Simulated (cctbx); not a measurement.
# Zr2Sb3RuW3: solution and refinement

Cell a = 8.6630 Å, b = 8.6630 Å, c = 5.8720 Å, α = 90.00°, β = 90.00°, γ = 120.00°; space group P6_3/mcm (no. 193); content W6 Sb6 Ru2 Zr4.

The data are simulated with cctbx, not measured: Mo Kα, λ = 0.71073 Å, to d = 0.65 Å, 95 % of the full sphere, strongest reflection 40000 counts, noise from counting, a 2 % proportional error and a noise floor of 8 counts (s.d.); no absorption.

Charge flipping in P1 on normalised amplitudes to 0.65 Å, δ = 1.1 σ, 10 % of the reflections treated as weak, 200 cycles:

```text
cycle      R  skewness
    0  0.597     0.30
   16  0.449     2.86
   32  0.263     6.23
   48  0.237     5.66
   64  0.232     5.59
   80  0.229     5.53
   96  0.236     5.49
  112  0.238     5.57
  128  0.238     5.59
  144  0.229     5.53
  160  0.234     5.57
  176  0.236     5.54
  192  0.236     5.56
origin shift          correlation  skewness
 0.534  0.688  0.173      0.787      0.68
 0.581  0.764  0.297      0.762      0.67
 0.205  0.018  0.172      0.756      0.66
 0.163  0.437  0.167      0.755      0.30
taken: symmetry correlation 0.787, skewness 0.68
peak      x       y       z  mult  height/sigma
Q1    0.0000  0.2671  0.2500    6      6.7
Q2    0.0000  0.4223  0.7500    6      3.9
Q3    0.0000  0.0000  0.0000    2      3.7
Q4    0.3333  0.6667  0.0000    4      3.5
Q5    0.3049  0.5947  0.1515   24      3.4
Q6    0.0687  0.3513  0.7500   12      3.3
Q7    0.0680  0.3905  0.2500   12      3.3
Q8    0.1786  0.3692  0.2500   12      2.8
Q9    0.0000  0.0685  0.1717   12      2.8
```

The origin is taken among those within 0.04 of the best correlation, by the skewness of the map.

Run time: 1.1 s on 1 thread of Arm Neoverse V2, on a shared host, peak memory 0.08 GiB.

**Question.** Which peaks are atoms, and which elements?

Heights go roughly as Z and multiplicities must add up to the content. First model: Q1 = W1 (6 in the cell, height 6.7), Q2 = Sb1 (6 in the cell, height 3.9), Q3 = Ru1 (2 in the cell, height 3.7) and Q4 = Zr1 (4 in the cell, height 3.5). Against the true structure, Q1 is W, Q2 is Sb, Q3 is Ru and Q4 is Zr; the other peaks are not atoms.

Least squares on F², isotropic:

```text
Rint 0.024, 292 unique reflections to 0.65 A
cycle     R1     wR2    GooF  max shift (A)
   1  0.5042  0.8325  83.269   0.20297
   3  0.0064  0.0146   1.464   0.00000
final R1 0.0064 wR2 0.0146 GooF 1.464  parameters 6  data/parameter 48.7
atom        x        y        z      Ueq    occ   su(xyz)  su(Uiso or U11)
W1     0.00000  0.25731  0.25000   0.0031  1.000  0.00001  0.0000
Sb1    0.00000  0.39890  0.75000   0.0054  1.000  0.00003  0.0000
Ru1    0.00000  0.00000  0.00000   0.0038  1.000  0.00000  0.0001
Zr1    0.33333  0.66667  0.00000   0.0055  1.000  0.00000  0.0001
difference map: max 1.07 min -2.00 rms 0.17
Q1    0.0000  0.2604  0.1820   12    1.10  0.40 A from W1
Q2    0.0000  0.0000  0.0000    2    0.96  0.00 A from Ru1
Q3    0.0556  0.4283  0.7500   12    0.83  0.42 A from Sb1
Q4    0.0000  0.5065  0.2500    6    0.62  0.82 A from Sb1
Q5    0.3333  0.6667  0.0630    8    0.60  0.37 A from Zr1
```

Anisotropic refinement:

```text
Rint 0.024, 292 unique reflections to 0.65 A
cycle     R1     wR2    GooF  max shift (A)
   1  0.0064  0.0146   1.481   0.00003
   2  0.0050  0.0101   1.024   0.00000
final R1 0.0050 wR2 0.0101 GooF 1.024  parameters 12  data/parameter 24.3
atom        x        y        z      Ueq    occ   su(xyz)  su(Uiso or U11)
W1     0.00000  0.25731  0.25000   0.0031  1.000  0.00001  0.0000
Sb1    0.00000  0.39890  0.75000   0.0054  1.000  0.00002  0.0001
Ru1    0.00000  0.00000  0.00000   0.0038  1.000  0.00000  0.0001
Zr1    0.33333  0.66667  0.00000   0.0055  1.000  0.00000  0.0001
difference map: max 0.57 min -0.50 rms 0.13
Q1    0.0000  0.5088  0.2500    6    0.60  0.80 A from Sb1
Q2    0.0000  0.4055  0.6257   12    0.54  0.73 A from Sb1
Q3    0.0000  0.1785  0.7500    6    0.46  1.91 A from Sb1
Q4    0.0000  0.0574  0.1026   12    0.41  0.78 A from Ru1
Q5    0.1859  0.3847  0.7500   12    0.39  1.51 A from W1
Q6    0.0951  0.2473  0.6169   24    0.39  1.57 A from W1
```

**Reading.** The refinement ends at R1 = 0.0050, wR2 = 0.0101, GooF = 1.02, with difference density between -0.50 and 0.57 e/Å³. Every site matches the true model in element, within 0.001 Å r.m.s., up to an allowed shift of origin.

True model:

```
atom  mult.       x       y    z  Ueq (Å²)
  W1      6  0.7427  0.7427  1/4    0.0031
 Sb1      6  0.3989  0.3989  1/4    0.0055
 Ru1      2       0       0  1/2    0.0037
 Zr1      4     1/3     2/3  1/2    0.0055
```

This is a model crystal, built by substitution and not relaxed, with assumed displacement parameters.

[Middle refinement cycles are left out of these outputs.]

[Logs are printed without paths, hosts, clocks, repeated set-up lines and the standing remarks that a program may print on its own settings, such as how far it seeks lower states.]
